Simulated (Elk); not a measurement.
# Dielectric function and optical constants of PbF2 (Fluorocronite), part 2 of 2

Wanted: where PbF2 (Fluorocronite) starts to absorb, how strongly, and its refractive index. The cell comes from an older database entry, whose edges can differ from later determinations, mostly by under a per cent.

Elk 11.2.3 (patched build); DFT, PBE, all-electron APW+lo, Dirac cores, scalar-relativistic bands, independent-particle optical response without local fields.

So far. Step 2 (Ground state): There is a gap, 4.46 eV on this mesh (points off the mesh can give less), so no carriers' term is needed.

The database entry behind the starting cell differs from later determinations by our own check (0.1 to 0.3 % short, probably kX units), so it need not match the best structure at ambient conditions.

**3. Independent particles**

With the density converged, the vertical transitions are summed over the zone.

This step: DFT, PBE, all-electron APW+lo, Dirac cores, scalar-relativistic bands, independent-particle optical response without local fields (Elk 11.2.3 (patched build)).

elk.in

```
tasks
  121

optcomp
  1 1

xctype
  20

nempty
  14

lorbcnd
  .true.

rgkmax
  7.0

swidth
  0.0036749

wplot
  400 100 0
  0.0 0.80849

sppath
  './'

avec
  0.000000000000 5.600505726508 5.600505726508
  5.600505726508 0.000000000000 5.600505726508
  5.600505726508 5.600505726508 0.000000000000

atoms
  2
  'Pb.in'
  1
  0.000000000000 0.000000000000 0.000000000000   0.000 0.000 0.000
  'F.in'
  2
  0.750000000000 0.750000000000 0.750000000000   0.000 0.000 0.000
  0.250000000000 0.250000000000 0.250000000000   0.000 0.000 0.000

ngridk
  9 9 9
```

On the command line:

```console
$ OMP_NUM_THREADS=4 elk
```

The program printed:

```text
┌─────────────────────────────────┐
│ Elk code version 11.2.3 started │
└─────────────────────────────────┘

Info(readinput): the functional depends on the density's gradient
 muffin-tin radial points multiplied by    2.00000
 (not where nrmtscf is given)

┌────────────────────┐
│ Current task : 121 │
└────────────────────┘

Info(dielectric):
 dielectric tensor written to EPSILON_ij.OUT
 optical conductivity written to SIGMA_ij.OUT
 for components
  i = 1, j = 1

┌──────────────────┐
│ Elk code stopped │
└──────────────────┘
```

The job ended after 2.5 s (4 threads of Arm Neoverse V1, shared host; peak memory 0.04 GiB).

This step gave:

| Property | Result |
| --- | --- |
| electronic dielectric constant ε∞, mean over x, y and z (by symmetry where fewer were run) | 3.624 |
| main peak of Im epsilon, first axis | 5.377 eV |
| centre of weight of the strongest loss peak in the window | 14.23 eV |

The Im ε, E ∥ x has structure finer than the step of the table below, so its rows give means over 0.5 eV, whole bins alone (the curve runs from 0 to 21.9 eV). Peaks (eV: height): 5.39: 6.28, 6.38: 4.09, 6.99: 5.43, 7.81: 6.23, 9.46: 4.38, 11.00: 2.31, 19.53: 1.77.

Values under the direct gap are tails of Lorentzian lines. Im ε, E ∥ x against photon energy; means over each step:

```
photon energy (eV)  Im ε, E ∥ x
               0.5      0.00456
               1.0      0.00949
               1.5       0.0152
               2.0       0.0224
               2.5       0.0323
               3.0       0.0474
               3.5       0.0737
               4.0        0.134
               4.5        0.503
               5.0         2.31
               5.5         5.24
               6.0         2.88
               6.5         3.24
               7.0         4.93
               7.5         4.42
               8.0         5.35
               8.5         2.85
               9.0         2.06
               9.5         3.66
              10.0         2.07
              10.5         1.68
              11.0         1.98
              11.5         1.27
              12.0        0.852
              12.5        0.855
              13.0         1.42
              13.5         1.15
              14.0         1.07
              14.5        0.494
              15.0        0.355
              15.5        0.351
              16.0        0.610
              16.5         1.10
              17.0         1.22
              17.5         1.35
              18.0         1.12
              18.5         1.15
              19.0         1.25
              19.5         1.60
              20.0         1.08
              20.5        0.659
              21.0        0.788
              21.5         1.23
```

The Re ε, E ∥ x by photon energy:

photon energy (eV), Re ε, E ∥ x and a bar from the least value:
```
        0       3.62 #################
        1       3.67 #################
        2       3.82 ##################
        3       4.15 ###################
        4       4.92 ######################
        5       6.74 ##############################
        6       3.04 ###############
        7       3.18 ###############
        8       0.35 ####
        9       1.11 #######
       10      -0.52 
       11       0.39 ####
       12       0.56 ####
       13       0.97 ######
       14       0.30 ###
       15       0.86 ######
       16       1.61 #########
       17       1.25 #######
       18       0.97 ######
       19       1.10 #######
       20       0.28 ###
       21       1.02 ######
```

The reflectivity at normal incidence, E ∥ x has structure finer than the step of the table below, so its rows give means over 0.5 eV, whole bins alone (the curve runs from 0 to 21.9 eV). Peaks (eV: height): 5.34: 28.2, 6.38: 20.6, 6.99: 25.2, 8.09: 32.2, 9.79: 30.6, 11.22: 21.9, 19.69: 14.5.

Reflectivity at normal incidence, E ∥ x against photon energy; means over each step:

```
photon energy (eV)  reflectivity at normal incidence, E ∥ x (%)
               0.5                                         9.73
               1.0                                         9.87
               1.5                                         10.1
               2.0                                         10.5
               2.5                                         11.0
               3.0                                         11.7
               3.5                                         12.7
               4.0                                         14.4
               4.5                                         17.6
               5.0                                         22.3
               5.5                                         25.0
               6.0                                         16.2
               6.5                                         18.2
               7.0                                         23.8
               7.5                                         21.8
               8.0                                         30.7
               8.5                                         25.9
               9.0                                         12.6
               9.5                                         24.2
              10.0                                         24.2
              10.5                                         15.7
              11.0                                         16.6
              11.5                                         19.1
              12.0                                         8.59
              12.5                                         4.01
              13.0                                         8.64
              13.5                                         9.29
              14.0                                         11.0
              14.5                                         5.02
              15.0                                         1.12
              15.5                                        0.862
              16.0                                         2.58
              16.5                                         5.18
              17.0                                         5.67
              17.5                                         7.27
              18.0                                         5.61
              18.5                                         5.77
              19.0                                         6.28
              19.5                                         11.6
              20.0                                         12.4
              20.5                                         5.36
              21.0                                         3.49
              21.5                                         7.42
```

The loss function −Im 1/ε at q → 0, E ∥ x has structure finer than the step of the table below, so its rows give means over 0.5 eV, whole bins alone (the curve runs from 0 to 21.9 eV). Peaks (eV: height): 8.75: 0.497, 10.62: 0.697, 11.77: 1.11, 12.21: 1.01, 13.59: 0.833, 14.30: 1.37, 20.24: 1.23.

Values under the direct gap are tails of Lorentzian lines. The loss function −Im 1/ε at q → 0, E ∥ x by energy loss; means over each step:

```
energy loss (eV)  loss function −Im 1/ε at q → 0, E ∥ x
             0.5                                 3.4e-4
             1.0                                 7.0e-4
             1.5                                0.00109
             2.0                                0.00153
             2.5                                0.00206
             3.0                                0.00273
             3.5                                0.00370
             4.0                                0.00542
             4.5                                 0.0133
             5.0                                 0.0388
             5.5                                  0.113
             6.0                                  0.154
             6.5                                  0.121
             7.0                                  0.138
             7.5                                  0.168
             8.0                                  0.183
             8.5                                  0.360
             9.0                                  0.382
             9.5                                  0.246
            10.0                                  0.486
            10.5                                  0.583
            11.0                                  0.473
            11.5                                  0.809
            12.0                                  0.947
            12.5                                  0.533
            13.0                                  0.512
            13.5                                  0.730
            14.0                                  0.868
            14.5                                  0.991
            15.0                                  0.423
            15.5                                  0.234
            16.0                                  0.213
            16.5                                  0.295
            17.0                                  0.369
            17.5                                  0.470
            18.0                                  0.496
            18.5                                  0.485
            19.0                                  0.459
            19.5                                  0.529
            20.0                                  0.904
            20.5                                  0.904
            21.0                                  0.527
            21.5                                  0.563
```

Table of refractive index n and extinction k by photon energy:

```
photon energy (eV)      n        k
                 0   1.90        0
                 1   1.92  0.00247
                 2   1.96  0.00571
                 3   2.04   0.0115
                 4   2.22   0.0291
                 5   2.63    0.408
                 6   1.84    0.580
                 7   2.17     1.24
                 8   1.72     1.62
                 9   1.28    0.730
                10  0.877     1.13
                11   1.17    0.989
                12  0.881    0.468
                13   1.17    0.624
                14  0.869    0.673
                15  0.943    0.176
                16   1.30    0.269
                17   1.23    0.509
                18   1.11    0.511
                19   1.17    0.527
                20  0.864    0.684
                21   1.07    0.354
```

Optical constants at common wavelengths, from n + ik = √ε:

```
wavelength (nm)     n      k  R (%)     1/α
           1550  1.91  0.002    9.8   63 µm
            800  1.93  0.004   10.1   16 µm
            532  1.98  0.007   10.8  5.9 µm
            450  2.01  0.010   11.3  3.7 µm
            405  2.05  0.012   11.8  2.7 µm
            308  2.23  0.030   14.5  816 nm
            193  2.02  0.933   19.1   16 nm
```

Below the direct gap, k and the depth come from the tails of the Lorentzian lines, not from transitions.

**4. What came out**

| Quantity | Value |
| --- | --- |
| electronic dielectric constant ε∞, mean over x, y and z (by symmetry where fewer were run) (independent particles) | 3.62 |
| main peak of Im epsilon, first axis | 5.38 eV |
| centre of weight of the strongest loss peak in the window, first axis | 14.2 eV |

What this shows: At this level (PBE, independent particles) PbF2 has ε∞ = 3.62 and n = 1.91 at 1550 nm, and Im ε peaks at 5.4 eV. On the mesh the gap is 4.46 eV and the least direct gap 4.64 eV, so on this mesh the band edges lie at different points. Distinct maxima of Im ε, read by a parabola through the highest points, lie at 5.38 eV (6.3), 5.67 eV (5.1), 6.98 eV (5.4) and 7.83 eV (6.3). Excitons and phonon-assisted transitions are missing, and so are local fields; PBE gaps are as a rule too small, which pulls the onset down and ε∞ up, while the missing spin-orbit coupling works the other way with such heavy atoms. Spin-orbit coupling is left out although heavy atoms are present. The sum runs over mesh points, so small or evenly spaced maxima can still be ripples of the mesh.

[Machine, clock and banner lines and Python warnings are left out of the logs.]

[Logs are printed without paths, hosts, clocks, repeated set-up lines and the standing remarks that a program may print on its own settings, such as how far it seeks lower states.]

[Hosts, paths, dates, database ids (printed as entryN), source tags and the programs' standing remarks are cut or masked in the printed files.]
